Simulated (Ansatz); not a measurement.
# What NaSrH3 (model cell, started as cubic perovskite with Sr in the octahedra) distorts into

Which phase does NaSrH3 (model cell, started as cubic perovskite with Sr in the octahedra) fall into along its unstable mode, and how much energy does it gain?

Program: Ansatz 0.2.0. Level of theory: DFT PBEsol, scalar-relativistic, plane waves, PAW; PAW set soft_1. Results are calculated unless marked as measured.

The structure was built from a prototype and need not be the compound's stable phase.

**1. Starting point**

It takes space group Pm-3m (No. 221, cubic). Conventional cell: a = 4.642 Å, b = 4.642 Å, c = 4.642 Å, α = 90.00°, β = 90.00°, γ = 90.00°. Na has 12 H at 3.28 Å nearest. Sr has 6 H at 2.32 Å nearest. Nearest to H lie 2 Sr at 2.32 Å. Farther neighbours are not listed.

**2. Phonons on a q mesh**

The cell comes from relaxations at this level that are not shown. Stability and thermal properties need the whole zone. Linear response on a 4×4×4 q mesh gives force constants as far as a supercell of that size would, and the tensors from the zone-centre run are typed in so that the long-range dipole term is interpolated apart.

File input.yaml:

```yaml
crystal:
  lattice:
    - [4.6424375156, 0.0, 0.0]
    - [0.0, 4.6424375156, 0.0]
    - [0.0, 0.0, 4.6424375156]
  atoms:
    - { symbol: Na, position: [0.0, 0.0, 0.0] }
    - { symbol: Sr, position: [0.5, 0.5, 0.5] }
    - { symbol: H, position: [0.5, 0.5, 0.0] }
    - { symbol: H, position: [0.5, 0.0, 0.5] }
    - { symbol: H, position: [0.0, 0.5, 0.5] }
kpoints:
  mp_grid: { grid: [8, 8, 8] }
hamiltonian:
  xc: pbesol
  pseudopotentials: { kind: paw, azcp: { folder: soft_1 }, xc_functional: pbe }
scf:
  occupations: { method: fixed }
output:
  eigenvalues: true
phonons:
  method: dfpt
  qmesh: [4, 4, 4]
  temperatures: { t_max: 1000, t_step: 50 }
  qpath:
    path:
      - [[0.0, 0.0, 0.0], [0.0, 0.5, 0.0], [0.5, 0.5, 0.0], [0.0, 0.0, 0.0], [0.5, 0.5, 0.5], [0.0, 0.5, 0.0]]
      - [[0.5, 0.5, 0.5], [0.5, 0.5, 0.0]]
    npoints: 10
  non_analytic_term:
    high_frequency_dielectric_tensor: [[3.5554, 0.0, 0.0], [0.0, 3.5554, 0.0], [0.0, 0.0, 3.5554]]
    born_effective_charges:
      - { species: Na, tensor: [[1.3275, 0.0, 0.0], [0.0, 1.3275, 0.0], [0.0, 0.0, 1.3275]] }
      - { species: Sr, tensor: [[1.6354, 0.0, 0.0], [0.0, 1.6354, 0.0], [0.0, 0.0, 1.6354]] }
      - { species: H, tensor: [[-0.9645, 0.0, 0.0], [0.0, -0.9645, 0.0], [0.0, 0.0, -1.0338]] }
      - { species: H, tensor: [[-0.9645, 0.0, 0.0], [0.0, -1.0338, 0.0], [0.0, 0.0, -0.9645]] }
      - { species: H, tensor: [[-1.0338, 0.0, 0.0], [0.0, -0.9645, 0.0], [0.0, 0.0, -0.9645]] }
    source: "zone-centre run at this cell"
```

Launch:

```console
$ ansatz run input.yaml --threads 4 --pin off --max-ram 16384MiB --backend cpu --events-out ev --progress --plain --runs-dir out
```

Numbers of over 12 decimals in the logs are rounded to 6 here.

Log:

```text
Engine: ansatz 0.2.0, aarch64-unknown-linux-gnu
Pseudopotentials: kind: paw
Pseudopotential: Na, paw, valence charge 9, recommended cutoff 420 eV (normal), soft_1/Na.paw.azcp
Pseudopotential: Sr, paw, valence charge 10, recommended cutoff 420 eV (normal), soft_1/Sr.paw.azcp
Pseudopotential: H, paw, valence charge 1, recommended cutoff 420 eV (normal), soft_1/H.paw.azcp
Functional definition: PBEsol
  exchange = pbesol_x
  correlation = pbesol_c
Crystal: 5 atoms, lattice volume = 100.055 Å³
Basis set: ecut = 420 eV, 1935 PW (Γ), exchange–correlation on 64×64×64 points (8 copies of the dense FFT grid, shifted against one another)
Bands: 16, of which v1, the nominal top of the filled ones, is band 11 counted from 1 (10 counted from 0)
Symmetry: 48 space group operations
k-points: 35 of 512
Non-local potential: Na, projectors of the file, l = 0: 3, l = 1: 2, l = 2: 1
Non-local potential: Sr, projectors of the file, l = 0: 3, l = 1: 2, l = 2: 2
Non-local potential: H, projectors of the file, l = 0: 2, l = 1: 1
PAW form: soft (Blöchl's): semilocal exchange-correlation on the pseudo side does not see the compensation charge
PAW frozen core: Na, regenerated for the run's functional, and the local potential with it (the file was generated under x = pbe(κ = 0.804, μ = 0.219515), c = pbe(β = 0.066725))
PAW frozen core: Sr, regenerated for the run's functional, and the local potential with it (the file was generated under x = pbe(κ = 0.804, μ = 0.219515), c = pbe(β = 0.066725))
PAW one-centre angular grid: Na, 110 points (default); XC on 64 Gauss nodes
PAW one-centre angular grid: Sr, 110 points (default); XC on 64 Gauss nodes
PAW one-centre angular grid: H, 110 points (default); XC on 64 Gauss nodes
Initial density: superposition of atomic densities (chi_scale 0.1, normalization cell, long waves kept (reshape's long-wave potential 0.00 eV rms))
Initial wavefunctions: pseudopotential atomic-orbital guess
Functional: x = pbesol(κ = 0.804, μ = 0.123457), c = pbesol(β = 0.046)
SCF iter   1: F=—  HF=-5017.248579 eV  |F-HF|=—  |Δ(HF+E_count)|=         —  Δρ=5.20e-2  dr2=3.94e0  ethr=3.10e-3  ⟨swp⟩=5.8  Hψ=2924  notcnv=0  defer=58
preconditioner: auto → Resta (q_TF=auto, 2.120 Å⁻¹)  ε∞=2.7  [insulator: Δε(μ)=3.233 eV  Ē_g=6.949 eV  n_scr=18 (ndim 8)  ℏωp=9.1 eV  f_vac=0.000  ε∞_Penn≈2.7]
SCF iter   2: F=—  HF=-5016.095655 eV  |F-HF|=—  |Δ(HF+E_count)|=    1.15e0  Δρ=2.07e-2  dr2=9.33e-1  ethr=3.10e-3  ⟨swp⟩=2.5  Hψ=1070  notcnv=0  defer=89
SCF iter   3: F=—  HF=-5015.777426 eV  |F-HF|=—  |Δ(HF+E_count)|=   3.18e-1  Δρ=4.64e-3  dr2=3.13e-2  ethr=3.10e-3  ⟨swp⟩=2.9  Hψ=796  notcnv=0  defer=87
SCF iter   4: F=—  HF=-5015.772262 eV  |F-HF|=—  |Δ(HF+E_count)|=   5.16e-3  Δρ=1.90e-3  dr2=2.47e-3  ethr=1.42e-4  ⟨swp⟩=3.1  Hψ=1075  notcnv=0  defer=92
SCF iter   5: F=—  HF=-5015.771252 eV  |F-HF|=—  |Δ(HF+E_count)|=   1.01e-3  Δρ=3.04e-4  dr2=1.23e-4  ethr=1.12e-5  ⟨swp⟩=2.5  Hψ=1025  notcnv=0  defer=94
SCF iter   6: F=—  HF=-5015.771290 eV  |F-HF|=—  |Δ(HF+E_count)|=   3.82e-5  Δρ=7.41e-5  dr2=7.97e-6  ethr=5.61e-7  ⟨swp⟩=2.8  Hψ=898  notcnv=0  defer=91
SCF iter   7: F=—  HF=-5015.771300 eV  |F-HF|=—  |Δ(HF+E_count)|=   1.05e-5  Δρ=6.78e-6  dr2=5.64e-8  ethr=3.62e-8  ⟨swp⟩=2.0  Hψ=639  notcnv=0  defer=89
SCF iter   8: F=—  HF=-5015.771297 eV  |F-HF|=—  |Δ(HF+E_count)|=   3.26e-6  Δρ=1.95e-6  dr2=4.57e-9  ethr=2.56e-10  ⟨swp⟩=2.1  Hψ=920  notcnv=0  defer=71
SCF iter   9: F=—  HF=-5015.771297 eV  |F-HF|=—  |Δ(HF+E_count)|=   2.27e-9  Δρ=1.76e-7  dr2=4.30e-11  ethr=2.08e-11  ⟨swp⟩=2.0  Hψ=633  notcnv=0  defer=72
SCF iter  10: F=-5015.771297 eV  HF=-5015.771297 eV  |F-HF|=9.09e-13  |Δ(HF+E_count)|=  7.55e-11  Δρ=4.25e-8  dr2=1.22e-12  ethr=1.00e-12  ⟨swp⟩=15.1  Hψ=4474  notcnv=0
SCF 1 converged in 10 iterations: F = -5015.771297 eV  dr2 = 1.22e-12
  greatest PAW one-centre occupation: 0.999 electrons in one spin orbital (limit 2), on the Na atom at site 0 (counted from 0), in its partial waves of l = 0
NSCF: frozen V_eff on 35 k-points
NSCF: frozen V_eff on 125 k-points
DFPT response loops at q = (0, 0, 0) (fractional): preconditioner auto → none (the input reference at scf.mixing.eps_inf says where Resta's filter doesn't serve); β = 0.50; Broyden in place of MSR1
NSCF: frozen V_eff on 400 k-points
DFPT response loops at q = (0, 0, 0.25) (fractional): preconditioner auto → Resta (q_TF=auto, 2.120 Å⁻¹)  ε∞=5.8 (no band partly filled); β = 1.00, the filter's whole step (`scf.mixing.beta` (0.50) is not read by the response loops at its default; to damp them type it under 1.00, their step now; it binds the ground state too); Broyden in place of MSR1
NSCF: frozen V_eff on 250 k-points
DFPT response loops at q = (0, 0, -0.5) (fractional): mixed as the last ones told, above
NSCF: frozen V_eff on 640 k-points
DFPT response loops at q = (0, 0.25, 0.25) (fractional): mixed as the last ones told, above
NSCF: frozen V_eff on 400 k-points
DFPT response loops at q = (0, 0.25, -0.5) (fractional): mixed as the last ones told, above
NSCF: frozen V_eff on 250 k-points
DFPT response loops at q = (0, -0.5, -0.5) (fractional): mixed as the last ones told, above
NSCF: frozen V_eff on 1024 k-points
DFPT response loops at q = (0.25, 0.25, 0.25) (fractional): mixed as the last ones told, above
NSCF: frozen V_eff on 640 k-points
DFPT response loops at q = (0.25, 0.25, -0.5) (fractional): mixed as the last ones told, above
NSCF: frozen V_eff on 400 k-points
DFPT response loops at q = (0.25, -0.5, -0.5) (fractional): mixed as the last ones told, above
NSCF: frozen V_eff on 250 k-points
DFPT response loops at q = (-0.5, -0.5, -0.5) (fractional): mixed as the last ones told, above
SCF converged after 10 iterations
Free energy (F): -5015.771297 eV
Harris-Foulkes:  -5015.771297 eV  (|F-HF|=9.09e-13)
Internal energy: -5015.771297 eV  (E = F + TS)
E sigma→0 (E₀):  -5015.771297 eV
Fermi energy:    1.133155 eV
--- Per-component energies (eV) ---
  E_band       = -382.865973
  E_kinetic    = 384.817757
  E_local      = -2412.431779  (includes V_loc(G=0)·N_el)
  E_nonlocal   = 514.796102
  E_hartree    = 754.030520
  E_xc         = -235.424657
  E_vxc        = -235.287476  (∫ρ·V_xc dr)
  E_paw        = -2925.095867  (= ΣΔE_a)
  E_vpaw       = -142.818838  (= ΣTr[D̂ρ^β])
  E_aug_tail   = -0.002774  (compensation charges beyond the density's cutoff)
  E_ewald      = -1096.649640
  E_core_change = 0.189042  (= ΣΔE_core)
  E_smearing   = -0.000000  (= −TS)
  E_closure    = -0.000000  (closes the sum)
  Σ components = -5015.771297   (vs F -5015.771297, Δ=0.00e0)
--- Band table (eV; the first three rows and the last of 35) ---
  k-point 0: bands = [... 7 lower, -13.7605, -2.0023, 0.2216, 0.2216, 6.6682, 7.1563, 7.1563, 7.1563, ... 1 higher]
  k-point 1: bands = [... 7 lower, -13.7598, -1.8929, 0.2421, 0.2632, 5.9778, 6.8949, 6.8949, 7.7622, ... 1 higher]
  k-point 2: bands = [... 7 lower, -13.7582, -1.6033, 0.2929, 0.3325, 5.3445, 6.5038, 6.5038, 8.0250, ... 1 higher]
  k-point 34: bands = [... 7 lower, -13.8574, 1.1332, 1.1332, 1.1332, 3.8933, 3.8933, 3.8933, 5.9331, ... 1 higher]
--- Phonons (Γ-DFPT): 4 representative perturbations + reference (Σ response iterations 14) ---
  ASR residual: 9.547e-5 → 0.000e0 eV/Å²; symmetrization residual: 7.060e-7 eV/Å²
  ASR residual per site (eV/Å²): 7.95e-5 9.55e-5 6.30e-6 6.30e-6 6.30e-6
  Γ frequencies (cm⁻¹): -346.45 -346.45 -346.45 -277.51 -277.51 -277.51 0.00 0.00 0.00 187.00 187.00 187.00 1232.77 1232.77 1232.77
--- Phonons (arbitrary-q DFPT): 10 irreducible q on the 4×4×4 mesh ---
  q = [0.0000, 0.0000, 0.0000] (star 1, of the zone-centre solve; hermiticity 2.21e-7, symmetrization 8.28e-13): -346.45 -346.45 -346.45 -277.51 -277.51 -277.51 -0.00 0.00 0.00 187.00 187.00 187.00 1232.77 1232.77 1232.77
  q = [0.0000, 0.0000, 0.2500] (star 6, 9 solved perturbations in 1560 linear systems a pass and spin channel, the states on 200 of 512 k-point pairs; hermiticity 1.34e-7, symmetrization 1.20e-13): -320.91 -320.91 -276.87 -251.22 -251.22 40.95 40.95 80.44 101.59 169.83 169.83 473.25 1232.38 1232.38 1308.97
  q = [0.0000, 0.0000, -0.5000] (star 3, 9 solved perturbations in 975 linear systems a pass and spin channel, the states on 125 of 512 k-point pairs; hermiticity 5.10e-7, symmetrization 2.55e-7): -312.50 -312.50 -208.25 -208.25 -195.44 79.23 79.23 104.44 116.30 150.00 150.00 490.96 1231.97 1231.97 1322.65
  q = [0.0000, 0.2500, 0.2500] (star 12, 9 solved perturbations in 2460 linear systems a pass and spin channel, the states on 320 of 512 k-point pairs; hermiticity 2.50e-7, symmetrization 6.12e-13): -401.54 -267.29 -239.08 -234.12 -183.24 43.21 81.84 94.28 147.38 184.98 252.41 489.94 1232.00 1245.59 1316.61
  q = [0.0000, 0.2500, -0.5000] (star 12, 15 solved perturbations on 200 of 512 k-point pairs; hermiticity 2.58e-7, symmetrization 6.56e-9): -422.45 -244.18 -232.32 -191.61 -170.98 75.98 89.92 111.87 115.59 244.46 296.80 507.73 1231.62 1249.35 1328.95
  q = [0.0000, -0.5000, -0.5000] (star 3, 9 solved perturbations in 975 linear systems a pass and spin channel, the states on 125 of 512 k-point pairs; hermiticity 3.58e-7, symmetrization 2.62e-8): -487.30 -204.01 -204.01 -158.99 -158.99 -46.98 68.64 117.31 117.31 327.89 327.89 525.52 1231.25 1259.25 1339.06
  q = [0.2500, 0.2500, 0.2500] (star 8, 4 solved perturbations in 1376 linear systems a pass and spin channel, the states on 512 of 512 k-point pairs; hermiticity 1.64e-7, symmetrization 1.84e-12): -422.99 -381.66 -381.66 -134.03 -134.03 -37.65 109.01 114.67 114.67 362.35 362.35 493.70 1245.05 1245.05 1323.95
  q = [0.2500, 0.2500, -0.5000] (star 12, 9 solved perturbations in 2460 linear systems a pass and spin channel, the states on 320 of 512 k-point pairs; hermiticity 1.57e-7, symmetrization 5.13e-9): -440.37 -398.35 -398.31 -140.95 -125.73 -66.68 109.63 118.02 146.30 394.36 424.06 508.20 1244.52 1251.23 1335.28
  q = [0.2500, -0.5000, -0.5000] (star 6, 9 solved perturbations in 1560 linear systems a pass and spin channel, the states on 200 of 512 k-point pairs; hermiticity 3.35e-7, symmetrization 9.99e-8): -490.43 -422.97 -422.97 -132.62 -132.62 -96.51 115.33 144.98 144.98 459.44 459.44 520.19 1246.59 1258.74 1344.92
  q = [-0.5000, -0.5000, -0.5000] (star 1, 4 solved perturbations in 350 linear systems a pass and spin channel, the states on 125 of 512 k-point pairs; hermiticity 5.29e-8, symmetrization 1.34e-9): -493.55 -493.55 -493.55 -129.44 -129.44 -129.44 145.79 145.79 145.79 515.21 515.21 515.21 1258.22 1258.22 1353.56
  sum rule: each row above includes the acoustic sum rule's correction from the zone centre's row sums; it moved no ω² by more than (1.30 cm⁻¹)²
  mesh force constants: q→R imaginary residual 8.99e-19; ASR residual 9.547e-5 → 0.000e0 eV/Å²; symmetrization residual 4.441e-15 eV/Å²
  interpolated dispersion: 63 rows × 15 modes
  density of states and harmonic sums: on the 16×16×16 q-mesh, interpolated from the force constants of a 4×4×4 supercell (with the dipole–dipole term of supplied tensors)
  largest difference from the sums on the solved wave vectors: F 4.04e-2 eV, S 5.40e-5 and C_V 1.36e-5 eV/K
  zero-point energy: 0.327968 eV/cell   skipped modes (ω ≤ 0): 892, of them read as no rigid motion or as one in doubt: 889 (5.374e0 modes/cell left out, lowest -493.55 cm⁻¹)   left out of the sums: 3.58e-1 of the cell's modes: C_V's classical limit lies that fraction below 3 k_B per atom; for a crystal, a wire or a layer, F and S can be off by more, and a phonons.interpolated_qmesh denser along its periods is the remedy for the sampling
```

The job ended after 5.3 min (4 threads of Arm Neoverse V2, shared host; peak memory 1.7 GiB; 21 min of CPU time).

The column dr2 measures how far the density is from self-consistency, as an energy; F and HF (Harris–Foulkes) agree once it is small.

Numbers from this step:

- gap on the k-mesh: 1.810 eV
- volume per atom: 20.01 Å³
- sum-rule residual before enforcement: 9.55e-5 eV/Å²
- lowest frequency on the path: -493.5 cm⁻¹
- point group: m-3m
- highest frequency on the path or at a solved wavevector: 1354 cm⁻¹
- highest optical mode at the zone centre (no LO-TO term): 1233 cm⁻¹
- lowest optical zone-centre mode: -346.4 cm⁻¹
- lowest mode on the q mesh (acoustic modes at Γ apart): -493.6 cm⁻¹

Frequencies (cm⁻¹) solved at each irreducible wavevector; negative means imaginary. Frequencies by wavevector, by row:

```csv
q in reciprocal lattice units,star,mode 1,mode 2,mode 3,mode 4,mode 13,mode 14,mode 15
0 0 0,1,-346.4,-346.4,-346.4,-277.5,1233,1233,1233
0 0 0.25,6,-320.9,-320.9,-276.9,-251.2,1232,1232,1309
0 0 -0.5,3,-312.5,-312.5,-208.2,-208.2,1232,1232,1323
0 0.25 0.25,12,-401.5,-267.3,-239.1,-234.1,1232,1246,1317
0 0.25 -0.5,12,-422.4,-244.2,-232.3,-191.6,1232,1249,1329
0 -0.5 -0.5,3,-487.3,-204,-204,-159,1231,1259,1339
0.25 0.25 0.25,8,-423,-381.7,-381.7,-134,1245,1245,1324
0.25 0.25 -0.5,12,-440.4,-398.4,-398.3,-140.9,1244,1251,1335
0.25 -0.5 -0.5,6,-490.4,-423,-423,-132.6,1247,1259,1345
-0.5 -0.5 -0.5,1,-493.6,-493.6,-493.6,-129.4,1258,1258,1354
```

Interpolated from a 4×4×4 q mesh, with the LO-TO term (at Γ the limit along the path; where Γ stands inside the path, tables give the limit on arrival). The phonon branches at the labelled points (cm⁻¹):

```csv
point,branch 1,branch 2,branch 3,branch 4,branch 12,branch 13,branch 14,branch 15
Γ,-346,-346,-346,-278,455,1233,1233,1296
halfway,-321,-321,-277,-251,473,1232,1232,1309
X,-312,-312,-208,-208,491,1232,1232,1323
halfway,-422,-244,-232,-192,508,1232,1249,1329
M,-487,-204,-204,-159,526,1231,1259,1339
halfway,-402,-267,-239,-234,490,1232,1246,1317
Γ,-346,-346,-346,-278,455,1233,1233,1296
halfway,-423,-382,-382,-134,494,1245,1245,1324
R,-494,-494,-494,-129,515,1258,1258,1354
halfway,-440,-398,-398,-141,508,1244,1251,1335
X,-312,-312,-208,-208,491,1232,1232,1323
jump to R,-494,-494,-494,-129,515,1258,1258,1354
halfway,-490,-423,-423,-133,520,1247,1259,1345
M,-487,-204,-204,-159,526,1231,1259,1339
```

Symmetry leaves 10 wavevectors to solve. The lowest mode among them, the acoustic zeros apart, lies at q = (-0.5, -0.5, -0.5) and is imaginary, 493.6i cm⁻¹, so the energy falls along it.

**3. The mode frozen in, largest atomic shift 0 Å**

The mode followed lies at q = (-0.5, -0.5, -0.5) with frequency 493.5i cm⁻¹ and is 3-fold degenerate, the softest among the wavevectors solved. At small amplitude the distorted cell has space group no. 74 by a symmetry search on the positions. The undistorted cell that holds it gives the zero of energy on the same k mesh.

System of this step: NaSrH3 (model cell, started as cubic perovskite with Sr in the octahedra). It takes space group Pm-3m (No. 221, cubic). The conventional cell has a = 4.642 Å, b = 4.642 Å, c = 4.642 Å, α = 90.00°, β = 90.00°, γ = 90.00°. Na has 12 H at 3.28 Å nearest. Sr has 6 H at 2.32 Å nearest. H has 2 Sr at 2.32 Å nearest. Farther neighbours are not listed.

File input.yaml:

```yaml
crystal:
  lattice:
    - [4.6424375156, 4.6424375156, 0.0]
    - [4.6424375156, 0.0, 4.6424375156]
    - [4.6424375156, 0.0, -4.6424375156]
  atoms:
    - { symbol: Na, position: [0.0, 0.5, 0.5] }
    - { symbol: Na, position: [0.0, 0.0, 0.0] }
    - { symbol: Sr, position: [0.5, 0.25, 0.75] }
    - { symbol: Sr, position: [0.5, 0.75, 0.25] }
    - { symbol: H, position: [0.5, 0.5, 0.5] }
    - { symbol: H, position: [0.5, 0.0, 0.0] }
    - { symbol: H, position: [0.0, 1.0, 0.5] }
    - { symbol: H, position: [0.0, 0.5, 0.0] }
    - { symbol: H, position: [0.5, 0.0, 0.5] }
    - { symbol: H, position: [0.5, 0.5, 0.0] }
kpoints:
  mp_grid: { grid: [6, 6, 6] }
hamiltonian:
  xc: pbesol
  pseudopotentials: { kind: paw, azcp: { folder: soft_1 }, xc_functional: pbe }
scf:
  occupations: { method: gaussian, width: 0.02 }
output:
  forces: true
  stress: true
  eigenvalues: true
```

Log:

```text
[...]
Crystal: 10 atoms, lattice volume = 200.110 Å³
Basis set: ecut = 420 eV, 3839 PW (Γ), exchange–correlation on 90×90×90 points (8 copies of the dense FFT grid, shifted against one another)
Bands: 32, of which v1, the nominal top of the filled ones, is band 22 counted from 1 (21 counted from 0)
Symmetry: 96 space group operations
[...]
k-points: 16 of 216
[...]
k-point 0: bands = [... 18 lower, 0.2217, 1.1332, 1.1332, 1.1332, 3.8933, 3.8933, 3.8933, 5.9332, ... 4 higher]
  k-point 1: bands = [... 18 lower, 0.2666, 0.7956, 1.0457, 1.0457, 3.8224, 4.0760, 4.0760, 5.7688, ... 4 higher]
  k-point 2: bands = [... 18 lower, 0.3975, 0.3975, 0.8367, 0.8367, 3.8513, 4.5818, 4.5818, 4.8213, ... 4 higher]
  k-point 15: bands = [... 18 lower, 0.3664, 0.4541, 0.6211, 0.6626, 3.3914, 4.4072, 6.2193, 6.4318, ... 4 higher]
[key lines of the parts left out:]
SCF converged after 8 iterations
Free energy (F): -10031.542550 eV
Fermi energy:    2.038094 eV
P = ⅓ Tr σ = -0.0062 GPa (-0.062 kbar)
```

It took 1.3 s on 4 threads; peak memory 0.5 GiB; 4.6 s of CPU time.

This step gave:

| Item | Value |
| --- | --- |
| pressure | -0.006213 GPa |
| energy from the undistorted cell | 0 meV/atom |

At this level the gap is 1.81 eV on the k-mesh of the self-consistent run, which can miss the band edges.

[end of part 1 of 3]

[Logs are printed without paths, hosts, clocks, repeated set-up lines and the standing remarks that a program may print on its own settings, such as how far it seeks lower states.]

[Hosts, paths, dates, database ids (printed as entryN), source tags and the programs' standing remarks are cut or masked in the printed files.]
